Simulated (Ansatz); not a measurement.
**A low-energy model for SrNbO3 (cubic perovskite) (Pm-3m): bands, U and J**

How strongly is the local Coulomb interaction screened in SrNbO3 (cubic perovskite) (Pm-3m)?

Calculated with Ansatz 0.2.0; non-magnetic LDA, then constrained RPA, plane waves, PAW.

## Step 1: Set-up

It takes space group Pm-3m (No. 221, cubic). Conventional cell: a = 3.985 Å, b = 3.985 Å, c = 3.985 Å, α = 90.00°, β = 90.00°, γ = 90.00°. Sr has 12 O at 2.82 Å nearest. Nb has 6 O at 1.99 Å nearest. Nearest to O lie 2 Nb at 1.99 Å and 4 Sr at 2.82 Å. Farther neighbours and most contacts between anions are not listed.

The structure was relaxed with LDA. The structure type comes from a generator and need not be one that this composition takes. The structure was generated from a model, not taken from a measurement. The runs that relaxed it are not among those shown. The program's search for lower electronic states was switched off, so nothing shows that the state found is the lowest. The default PAW set here is soft_2. Its files were made with PBE.

## Step 2: LDA bands and orbital weights

This step: DFT, LDA, plane waves, PAW.

input.yaml

```yaml
crystal:
  lattice:
    - [0.0, -3.98521224, 0.0]
    - [0.0, 0.0, 3.98521224]
    - [-3.98521224, 0.0, 0.0]
  atoms:
    - { symbol: Sr, position: [0.0, 0.0, 0.0] }
    - { symbol: Nb, position: [0.5, 0.5, 0.5] }
    - { symbol: O, position: [0.5, 0.5, 0.0] }
    - { symbol: O, position: [0.5, 0.0, 0.5] }
    - { symbol: O, position: [0.0, 0.5, 0.5] }
kpoints:
  mp_grid: { grid: [6, 6, 6] }
  band_path:
    path:
      - [[0.0, 0.0, 0.0], [0.0, 0.5, 0.0], [0.5, 0.5, 0.0], [0.0, 0.0, 0.0], [0.5, 0.5, 0.5], [0.0, 0.5, 0.0]]
      - [[0.5, 0.5, 0.5], [0.5, 0.5, 0.0]]
    npoints: 10
hamiltonian:
  xc: lda
scf:
  occupations: { method: gaussian, width: 0.08 }
  n_extra_bands: 19
  max_iter: 150
  lower_state_search: "off"
output:
  eigenvalues: true
  forces: true
  stress: true
  fatbands: true
  write_density: true
  write_potential: true
  elf: true
  volumetric_format: npy
```

Command:

```bash
ansatz run input.yaml --threads 4 --pin off --max-ram 14745MiB --backend cpu --events-out ev --progress --plain --runs-dir out
```

Numbers of over 12 decimals in the logs are rounded to 6 here.

The program printed:

```text
scf.n_extra_bands = 19 over 21 filled bands (N_el = 41.0): the run solves 40 bands
Engine: ansatz 0.2.0, aarch64-unknown-linux-gnu
Pseudopotentials: kind: paw
Pseudopotential: Sr, paw, valence charge 10, recommended cutoff 420 eV (normal), Sr.paw.azcp
Pseudopotential: Nb, paw, valence charge 13, recommended cutoff 420 eV (normal), Nb.paw.azcp
Pseudopotential: O, paw, valence charge 6, recommended cutoff 420 eV (normal), O.paw.azcp
Functional definition: SPW92
  exchange = slater_x
  correlation = pw_c
Crystal: 5 atoms, lattice volume = 63.293 Å³
Basis set: ecut = 420 eV, 1237 PW (Γ)
Bands: 40, of which v1, the nominal top of the filled ones, is band 21 counted from 1 (20 counted from 0)
Symmetry: 48 space group operations
Space group: Pm-3m (ITA 221), of the structure as read, at distance tolerance 4.0e-5 Å
k-points: 20 of 216
Non-local potential: Sr, projectors of the file, l = 0: 3, l = 1: 2, l = 2: 2
Non-local potential: Nb, projectors of the file, l = 0: 3, l = 1: 2, l = 2: 2, l = 3: 1
Non-local potential: O, projectors of the file, l = 0: 2, l = 1: 2, l = 2: 1
PAW form: soft (Blöchl's): semilocal exchange-correlation on the pseudo side does not see the compensation charge
PAW frozen core: Sr, regenerated for the run's functional, and the local potential with it (the file was generated under x = pbe(κ = 0.804, μ = 0.219515), c = pbe(β = 0.066725))
PAW frozen core: Nb, regenerated for the run's functional, and the local potential with it (the file was generated under x = pbe(κ = 0.804, μ = 0.219515), c = pbe(β = 0.066725))
PAW frozen core: O, regenerated for the run's functional, and the local potential with it (the file was generated under x = pbe(κ = 0.804, μ = 0.219515), c = pbe(β = 0.066725))
PAW one-centre angular grid: Sr, 110 points (default); XC on 64 Gauss nodes
PAW one-centre angular grid: Nb, 590 points (default); XC on 64 Gauss nodes
PAW one-centre angular grid: O, 110 points (default); XC on 64 Gauss nodes
Initial density: superposition of atomic densities (neutral atoms: chi_scale 0, normalization atom), corrected by the library's trained network
Initial wavefunctions: pseudopotential atomic-orbital guess
Functional: x = slater, c = lda
SCF iter   1: F=—  HF=-9560.088160 eV  |F-HF|=—  |Δ(HF+E_count)|=         —  Δρ=1.70e-2  dr2=1.60e-1  ethr=1.77e-3  ⟨swp⟩=7.8  Hψ=4270  notcnv=0  defer=138
preconditioner: auto → Kerker (q_TF=auto, 2.538 Å⁻¹)  [metal: Δε(μ)=0.064 eV  Ē_g=18.959 eV  σ=0.080 eV  W_gap=0.41  n_scr=18 (ndim 8)  ℏωp=26.0 eV  f_vac=0.000  D(μ)=1.70/eV (n_scr^D=6)]
SCF iter   2: F=—  HF=-9560.059067 eV  |F-HF|=—  |Δ(HF+E_count)|=   2.91e-2  Δρ=8.65e-3  dr2=4.82e-2  ethr=3.91e-4  ⟨swp⟩=1.5  Hψ=989  notcnv=0  defer=197
SCF iter   3: F=—  HF=-9560.047036 eV  |F-HF|=—  |Δ(HF+E_count)|=   1.20e-2  Δρ=1.27e-3  dr2=8.84e-4  ethr=1.17e-4  ⟨swp⟩=2.0  Hψ=826  notcnv=0  defer=197
SCF iter   4: F=—  HF=-9560.046777 eV  |F-HF|=—  |Δ(HF+E_count)|=   2.59e-4  Δρ=3.65e-4  dr2=1.74e-4  ethr=2.16e-6  ⟨swp⟩=2.1  Hψ=871  notcnv=0  defer=197
SCF iter   5: F=—  HF=-9560.046725 eV  |F-HF|=—  |Δ(HF+E_count)|=   5.21e-5  Δρ=1.35e-4  dr2=2.32e-5  ethr=4.25e-7  ⟨swp⟩=2.0  Hψ=725  notcnv=0  defer=197
SCF iter   6: F=—  HF=-9560.046716 eV  |F-HF|=—  |Δ(HF+E_count)|=   8.25e-6  Δρ=2.75e-5  dr2=7.77e-7  ethr=5.66e-8  ⟨swp⟩=2.4  Hψ=845  notcnv=0  defer=201
SCF iter   7: F=-9560.046716 eV  HF=-9560.046716 eV  |F-HF|=4.00e-11  |Δ(HF+E_count)|=   2.48e-7  Δρ=4.22e-6  dr2=8.29e-9  ethr=2.44e-10  ⟨swp⟩=17.7  Hψ=6479  notcnv=0
SCF 1 converged in 7 iterations: F = -9560.046716 eV  dr2 = 8.29e-9
  greatest PAW one-centre occupation: 0.997 electrons in one spin orbital (limit 2), on the Nb atom at site 1 (counted from 0), in its partial waves of l = 0
NSCF: frozen V_eff on 62 k-points
SCF converged after 7 iterations
Free energy (F): -9560.046716 eV
Harris-Foulkes:  -9560.046716 eV  (|F-HF|=4.00e-11)
Internal energy: -9560.041004 eV  (E = F + TS)
E sigma→0 (E₀):  -9560.043860 eV
Entropy (-TS):   -0.005712 eV (-1.142 meV/atom)
Fermi energy:    13.735755 eV
--- Per-component energies (eV) ---
  E_band       = -152.875980
  E_kinetic    = 1169.968913
  E_local      = -2405.707919  (includes V_loc(G=0)·N_el)
  E_nonlocal   = 476.627544
  E_hartree    = 764.260689
  E_xc         = -566.774371
  E_vxc        = -658.401636  (∫ρ·V_xc dr)
  E_paw        = -6002.961877  (= ΣΔE_a)
  E_vpaw       = -263.892818  (= ΣTr[D̂ρ^β])
  E_aug_tail   = 0.007500  (compensation charges beyond the density's cutoff)
  E_ewald      = -2996.472078
  E_core_change = 1.010594  (= ΣΔE_core)
  E_smearing   = -0.005712  (= −TS)
  E_closure    = -0.000000  (closes the sum)
  Σ components = -9560.046716   (vs F -9560.046716, Δ=0.00e0)
--- Forces (eV/Å), atoms counted from 1 ---
  atom   1  Sr    -0.00000000     0.00000000     0.00000000
  atom   2  Nb    -0.00000000     0.00000000    -0.00000000
  atom   3  O     -0.00000000    -0.00000000     0.00000000
  atom   4  O     -0.00000000     0.00000000     0.00000000
  atom   5  O     -0.00000000     0.00000000     0.00000000
  max |Σ_I F_I| component: 7.80e-29 eV/Å
--- Stress (GPa, compression-positive) ---
        0.005088       0.000000      -0.000000
        0.000000       0.005088       0.000000
        0.000000       0.000000       0.005088
  P = ⅓ Tr σ = 0.0051 GPa (0.051 kbar)
--- Band table (eV; the first three rows and the last of 20) ---
  k-point 0: bands = [... 17 lower, 9.7015, 9.7015, 9.7015, 12.5183, 12.5183, 12.5183, 15.3451, 15.3451, ... 15 higher]
  k-point 1: bands = [... 17 lower, 8.8516, 9.6062, 9.6062, 12.5922, 13.2635, 13.2635, 15.7470, 15.7948, ... 15 higher]
  k-point 2: bands = [... 17 lower, 8.3298, 9.5193, 9.5193, 12.7524, 14.6263, 14.6263, 16.6366, 16.6990, ... 15 higher]
  k-point 19: bands = [... 17 lower, 10.0832, 10.0832, 10.0832, 16.6912, 16.6912, 16.6912, 16.7657, 16.7657, ... 15 higher]
```

Run time: 2.8 s. Hardware: 4 threads of Arm Neoverse V1, shared host; peak memory 0.37 GiB.

Reading the cycles: dr2 is the Hartree energy of the density residual (eV), the measure of convergence; HF is the Harris–Foulkes estimate of the energy, which meets the free energy F at convergence.

Numbers from this step:

| Property | Result |
| --- | --- |
| pressure | 0.005088 GPa |

Electronic bands along the path, in eV, zero at the Fermi level:

| point | band 17 | band 18 | band 19 | band 20 | band 21 | band 22 | band 23 | band 24 |
| --- | --- | --- | --- | --- | --- | --- | --- | --- |
| Γ | -4.82 | -4.03 | -4.03 | -4.03 | -1.22 | -1.22 | -1.22 | 1.61 |
| halfway | -5.43 | -5.23 | -4.18 | -4.18 | -1.07 | 0.21 | 0.21 | 2.44 |
| X | -5.90 | -5.57 | -4.24 | -4.24 | -0.90 | 1.61 | 1.61 | 3.37 |
| halfway | -5.49 | -5.16 | -4.56 | -4.28 | 0.41 | 1.63 | 1.85 | 3.95 |
| M | -5.19 | -5.19 | -4.69 | -3.73 | 1.65 | 1.65 | 2.51 | 3.60 |
| halfway | -5.39 | -5.06 | -4.46 | -4.40 | 0.22 | 0.39 | 0.79 | 3.26 |
| Γ | -4.82 | -4.03 | -4.03 | -4.03 | -1.22 | -1.22 | -1.22 | 1.61 |
| halfway | -6.16 | -4.60 | -4.60 | -4.27 | 0.96 | 0.96 | 1.00 | 3.60 |
| R | -7.55 | -3.65 | -3.65 | -3.65 | 2.96 | 2.96 | 2.96 | 3.03 |
| halfway | -6.25 | -4.61 | -4.42 | -4.17 | 1.15 | 1.93 | 2.03 | 4.17 |
| X | -5.90 | -5.57 | -4.24 | -4.24 | -0.90 | 1.61 | 1.61 | 3.37 |
| jump to R | -7.55 | -3.65 | -3.65 | -3.65 | 2.96 | 2.96 | 2.96 | 3.03 |
| halfway | -6.53 | -4.30 | -4.30 | -3.69 | 2.09 | 2.09 | 2.75 | 3.37 |
| M | -5.19 | -5.19 | -4.69 | -3.73 | 1.65 | 1.65 | 2.51 | 3.60 |

Of the projections kept (Nb 4d, O 2p), the largest for each band there; the rest of the weight can lie on other orbitals:

| point | band 17 | band 18 | band 19 | band 20 | band 21 | band 22 | band 23 | band 24 |
| --- | --- | --- | --- | --- | --- | --- | --- | --- |
| Γ | O 2p 0.98 | O 2p 0.97 | O 2p 0.97 | O 2p 0.97 | Nb 4d 0.96 | Nb 4d 0.96 | Nb 4d 0.96 | Nb 4d 0.05 |
| X | O 2p 0.93 | O 2p 0.92 | O 2p 0.96 | O 2p 0.96 | Nb 4d 1.00 | Nb 4d 0.71 | Nb 4d 0.71 | Nb 4d 0.74 |
| M | O 2p 0.95 | O 2p 0.95 | O 2p 0.94 | O 2p 0.99 | Nb 4d 0.71 | Nb 4d 0.71 | Nb 4d 0.49 | Nb 4d 0.22 |
| Γ | O 2p 0.98 | O 2p 0.97 | O 2p 0.97 | O 2p 0.97 | Nb 4d 0.96 | Nb 4d 0.96 | Nb 4d 0.96 | Nb 4d 0.05 |
| R | O 2p 0.63 | O 2p 0.99 | O 2p 0.99 | O 2p 0.99 | Nb 4d 0.60 | Nb 4d 0.60 | Nb 4d 0.60 | - |
| X | O 2p 0.93 | O 2p 0.92 | O 2p 0.96 | O 2p 0.96 | Nb 4d 1.00 | Nb 4d 0.71 | Nb 4d 0.71 | Nb 4d 0.74 |

Electrostatic potential energy in the ac plane at fractional y = 0.500, with atoms of Nb and O within 0.2 Å of it. With pseudopotentials it is smooth inside the atoms' cores, unlike the true potential.

Values in eV, 14 rows by 14 columns, each cell a mean:
```
 14  15  15  15  12 -11 -30 -37 -27  -2  14  15  15  14
 15  15  15  15  13   3 -13 -19  -9   8  14  15  15  15
 15  15  15  14  12   9   4   2   5  10  13  14  15  15
 13  14  14  12   8  -1  -9 -12  -7   2   9  13  14  14
 -7   1  10   9  -1 -21 -37 -42 -33 -14   2  10   8  -2
-33 -24  -2   4 -14 -43 -62 -66 -59 -33  -7   5  -9 -27
-47 -33 -10   1 -20 -53 -67 -67 -66 -42 -12   2 -19 -37
-37 -27  -5   3 -16 -47 -64 -67 -62 -37  -9   4 -13 -30
-17  -8   7   7  -6 -29 -47 -53 -43 -21  -1   9   3 -11
 10  12  13  11   5  -6 -16 -20 -14  -1   8  12  13  12
 15  15  15  14  11   7   3   1   4   9  12  14  15  15
 15  15  15  15  13   7  -5 -10  -2  10  14  15  15  15
 14  15  15  15  12  -8 -27 -33 -24   1  14  15  15  15
 14  14  15  15  10 -17 -37 -47 -33  -7  13  15  15  14
```
Columns run along a (4.0 Å; values clipped at the 3rd and 97th percentile), rows up along c (4.0 Å). Atoms in or near the plane, at fractional coordinates: Nb at (0.50, 0.50), O at (0.50, 0.00), O at (0.00, 0.50).

ELF in the ac plane at fractional y = 0.500, with atoms of Nb and O within 0.2 Å of it. It is the smooth field of the valence electrons, not physical close to the nuclei.

Ten even steps from '0' (0.02) to '9' (0.80), each cell a mean:
```
00148986997300
00026999985100
43112455542113
87411233321257
99722688852489
79934986883599
37945852683596
69934975883598
99833898962499
98511345421268
54211334321124
11025899974101
00148997997300
00159963798400
```
Columns run along a (4.0 Å), rows up along c (4.0 Å). Atoms in or near the plane, at fractional coordinates: Nb at (0.50, 0.50), O at (0.50, 0.00), O at (0.00, 0.50).

## Step 3: Constrained RPA: Nb t2g, bands v1 to c2, 6×6×6 mesh, medium accuracy

Constrained RPA screens the interaction with every transition except those inside the target bands, which a later many-body model would treat itself.

This step: constrained RPA on LDA, plane waves, PAW.

input.yaml, the sections that differ from step 2:

```yaml
kpoints:
  mp_grid: { grid: [6, 6, 6] }
output:
  crpa:
    kmesh: [6, 6, 6]
    target_bands: [v1, c2]
    projections: [{ species: Nb, l: d, shell: 4, orbitals: [dxz, dyz, dxy] }]
  local_orbitals:
    kmesh: [6, 6, 6]
    orbitals: [{ species: Nb, l: d, shell: 4, orbitals: [dxz, dyz, dxy] }]
    window: { bands: [v1, c2] }
    seedname: lo
# crystal, hamiltonian, scf: as in step 2
```

The program printed:

```text
[...]
Crystal: 5 atoms, lattice volume = 63.293 Å³
Basis set: ecut = 420 eV, 1237 PW (Γ)
Bands: 40, of which v1, the nominal top of the filled ones, is band 21 counted from 1 (20 counted from 0)
Symmetry: 48 space group operations
[...]
k-points: 20 of 216
[...]
SCF iter   1: F=—  HF=-9560.088163 eV  |F-HF|=—  |Δ(HF+E_count)|=         —  Δρ=1.70e-2  dr2=1.60e-1  ethr=1.77e-3  ⟨swp⟩=7.8  Hψ=4270  notcnv=0  defer=138
[...]
SCF iter   7: F=-9560.046716 eV  HF=-9560.046716 eV  |F-HF|=6.18e-11  |Δ(HF+E_count)|=   2.48e-7  Δρ=4.20e-6  dr2=8.33e-9  ethr=2.44e-10  ⟨swp⟩=11.2  Hψ=4112  notcnv=0
SCF 1 converged in 7 iterations: F = -9560.046716 eV  dr2 = 8.33e-9
[...]
NSCF: frozen V_eff on 23 k-points
[...]
cRPA screening: q 1/216
cRPA screening: q 2/216
cRPA screening: q 8/216 (q-point 3)
cRPA screening: q 14/216 (q-point 4)
cRPA screening: q 17/216 (q-point 8)
cRPA screening: q 29/216 (q-point 9)
cRPA screening: q 53/216 (q-point 10)
cRPA screening: q 65/216 (q-point 15)
cRPA screening: q 77/216 (q-point 16)
cRPA screening: q 89/216 (q-point 22)
cRPA screening: q 92/216 (q-point 44)
cRPA screening: q 100/216 (q-point 45)
cRPA screening: q 124/216 (q-point 46)
cRPA screening: q 136/216 (q-point 51)
cRPA screening: q 160/216 (q-point 52)
cRPA screening: q 184/216 (q-point 58)
cRPA screening: q 190/216 (q-point 87)
cRPA screening: q 198/216 (q-point 88)
cRPA screening: q 210/216 (q-point 94)
cRPA screening: q 216/216 (q-point 130)
SCF converged after 7 iterations
Free energy (F): -9560.046716 eV
[...]
Internal energy: -9560.041004 eV  (E = F + TS)
E sigma→0 (E₀):  -9560.043860 eV
Entropy (-TS):   -0.005712 eV (-1.142 meV/atom)
Fermi energy:    13.735755 eV
[...]
--- Band table (eV; the first three rows and the last of 20) ---
  k-point 0: bands = [... 17 lower, 9.7015, 9.7015, 9.7015, 12.5183, 12.5183, 12.5183, 15.3451, 15.3451, ... 15 higher]
  k-point 1: bands = [... 17 lower, 8.8516, 9.6062, 9.6062, 12.5922, 13.2635, 13.2635, 15.7470, 15.7948, ... 15 higher]
  k-point 2: bands = [... 17 lower, 8.3298, 9.5193, 9.5193, 12.7524, 14.6263, 14.6263, 16.6366, 16.6990, ... 15 higher]
  k-point 19: bands = [... 17 lower, 10.0832, 10.0832, 10.0832, 16.6912, 16.6912, 16.6912, 16.7657, 16.7657, ... 15 higher]
--- cRPA (band scheme, projected local orbitals): target bands 21..23 (1-based), 3 Wannier function(s), 6×6×6 mesh, 46 bands' worth read of 51 solved, ecut_chi 136.0 eV, v(q+G=0) probe_charge, pair densities all_electron ---
  bands read: the sum over 46 bands ends inside a degenerate multiplet in 16 slots, whose members it reads at an even weight; the widest, k=0: bands 45 to 47 (counted from 1) at 2/3 each
  χ-basis size per q: N_G = 208..251
  window electrons = 1.0000, filled by tetrahedron_uncorrected; constrained ε̄⁻¹(q = 0, 0) head = 0.218964; min gauge Gram eig = 0.4906
  Kanamori averages over each shell's own Wannier functions (sites counted from 0, functions from 1):
    Site 1, 4D, 3 of 5 d orbitals (Wannier functions 1, 2, 3; wannier90's mr 2, 3, 5):
      screened: U = 2.9240 eV, U' = 2.3897 eV, J = 0.2698 eV
      screened, to within: U = 3.7e-3 eV, U' = 3.7e-3 eV, J = 4.2e-4 eV
      bare: V = 10.5712 eV, V' = 9.7888 eV, J = 0.3732 eV
  Hermiticity witness max|P − P†| over intra, direct and exchange elements: 1.78e-15 eV (screened), 9.65e-20 eV (bare)
  Reality witness max|Im| over intra, direct and exchange elements: 5.72e-19 eV (screened), 1.43e-18 eV (bare)
```

Elapsed: 2.2 min, on 4 threads; peak memory 0.74 GiB.

This step gave:

```
U                                                 : 2.924 eV
U prime (inter-orbital)                           : 2.390 eV
J                                                 : 0.2698 eV
bare V                                            : 10.57 eV
bare J                                            : 0.3732 eV
stated bound on U                                 : 0.003609 eV
U over bare V                                     : 0.2766
electrons in the window                           : 1.0000
head of the constrained inverse dielectric matrix : 0.2190
least eigenvalue of the projection's overlap      : 0.4906
target functions                                  : 3
bands in the sums                                 : 46
r.m.s. miss of the model bands                    : 0.02312 eV
width of the target bands                         : 4.173 eV
weight of the projected orbitals in the window    : 0.7050
```

On the Nb t2g shell, screening brings the on-site interaction from 10.6 eV down to U = 2.92 eV.

Kanamori averages over each shell's functions. Crpa shells, by row:

| site | element | shell | orbitals | U (eV) | U' (eV) | J (eV) | bare V (eV) | bare V' (eV) | bare J (eV) | bound on U (eV) |
| --- | --- | --- | --- | --- | --- | --- | --- | --- | --- | --- |
| 2 | Nb | 4D | 3 | 2.924 | 2.39 | 0.2698 | 10.57 | 9.789 | 0.3732 | 0.003609 |

Density-density elements U_iijj, eV. U matrix, by row:

| orbital | Nb2 dxz | Nb2 dyz | Nb2 dxy |
| --- | --- | --- | --- |
| Nb2 dxz | 2.924 | 2.39 | 2.39 |
| Nb2 dyz | 2.39 | 2.924 | 2.39 |
| Nb2 dxy | 2.39 | 2.39 | 2.924 |

Exchange elements U_ijji, eV. J matrix, by row:

| orbital | Nb2 dxz | Nb2 dyz | Nb2 dxy |
| --- | --- | --- | --- |
| Nb2 dxz | - | 0.27 | 0.27 |
| Nb2 dyz | 0.27 | - | 0.27 |
| Nb2 dxy | 0.27 | 0.27 | - |

Projected local orbitals of the target window. Electronic bands along the path, in eV, zero at the Fermi level; # counts the bands kept:

| point | #1 | #2 | #3 |
| --- | --- | --- | --- |
| Γ | -1.22 | -1.22 | -1.22 |
| halfway | -1.07 | 0.21 | 0.21 |
| X | -0.90 | 1.61 | 1.61 |
| halfway | 0.42 | 1.63 | 1.85 |
| M | 1.65 | 1.65 | 2.51 |
| halfway | 0.22 | 0.40 | 0.78 |
| Γ | -1.22 | -1.22 | -1.22 |
| halfway | 0.94 | 0.94 | 1.00 |
| R | 2.96 | 2.96 | 2.96 |
| halfway | 1.14 | 1.92 | 2.04 |
| X | -0.90 | 1.61 | 1.61 |
| jump to R | 2.96 | 2.96 | 2.96 |
| halfway | 2.06 | 2.06 | 2.75 |
| M | 1.65 | 1.65 | 2.51 |

The same for Kohn-Sham, solved directly:

| point | #1 | #2 | #3 |
| --- | --- | --- | --- |
| Γ | -1.22 | -1.22 | -1.22 |
| X | -0.90 | 1.61 | 1.61 |
| M | 1.65 | 1.65 | 2.51 |
| Γ | -1.22 | -1.22 | -1.22 |
| R | 2.96 | 2.96 | 2.96 |
| X | -0.90 | 1.61 | 1.61 |
| R | 2.96 | 2.96 | 2.96 |
| M | 1.65 | 1.65 | 2.51 |

The first set of electronic bands as a text plot (rows in eV):

```
    2.9 |                                    ****         ***
    2.7 |                                    *   *           **
    2.5 |              *                    *    **        *   **
    2.3 |             * *                   *     **
    2.2 |            *   *                         *        *
    2.0 |           *                      *      * *        *
    1.8 |                 *                          *        **
    1.7 |       *********                          *  ****      *
    1.5 |      *      *  *               **
    1.3 |                * **
    1.1 |            *    *                         *
    1.0 |     *                         *
    0.8 |           *      ***
    0.6 |    *             **                        *
    0.4 |                    *         *
    0.3 |   *                **
    0.1 |          *                                  *
   -0.1 |                     *      **
   -0.3 |         *           **     **
   -0.4 |                      *                       *
   -0.6 |  *                   **   *
   -0.8 |        *              *   *                   *
   -1.0 | *  ****               *                        *
   -1.1 |****                    ***
         Γ      X      M          Γ            R        X|R     M
```

Onsite levels, by row:

| orbital | level less Fermi level (eV) |
| --- | --- |
| Nb2 dxz | 1.118 |
| Nb2 dyz | 1.118 |
| Nb2 dxy | 1.118 |

Largest distinct elements between sites. Hoppings, by row:

| from | to | cell | distance (Å) | t (eV) |
| --- | --- | --- | --- | --- |
| Nb2 dxy | Nb2 dxy | -1 0 0 | 3.985 | -0.439 |
| Nb2 dyz | Nb2 dyz | -1 -1 0 | 5.636 | -0.1006 |
| Nb2 dyz | Nb2 dyz | 0 0 1 | 3.985 | -0.0612 |
| Nb2 dyz | Nb2 dyz | 2 0 0 | 7.97 | 0.0344 |
| Nb2 dyz | Nb2 dyz | -1 -2 0 | 8.911 | -0.0143 |
| Nb2 dxz | Nb2 dxz | 1 -1 -1 | 6.903 | -0.0079 |
| Nb2 dyz | Nb2 dxy | 0 1 -1 | 5.636 | 0.0067 |
| Nb2 dxy | Nb2 dxz | 1 1 -2 | 9.762 | -0.006 |
| Nb2 dxz | Nb2 dxz | 0 0 -3 | 11.96 | -0.0055 |
| Nb2 dyz | Nb2 dyz | -2 -2 0 | 11.27 | -0.0049 |
| Nb2 dxy | Nb2 dxy | -2 1 0 | 8.911 | 0.0044 |
| Nb2 dxy | Nb2 dyz | -1 1 -1 | 6.903 | 0.0029 |

(Continued in part 2 of 2.)

[Paths, hosts, dates, memory and timing lines, banners, echoed tables and standing remarks are left out of the program output.]

[Logs are printed without paths, hosts, clocks, repeated set-up lines and the standing remarks that a program may print on its own settings, such as how far it seeks lower states.]

[Runs of the session that timed out or met a known fault of the program may be left out.]

[Hosts, paths, dates, database ids (printed as entryN), source tags and the programs' standing remarks are cut or masked in the printed files.]
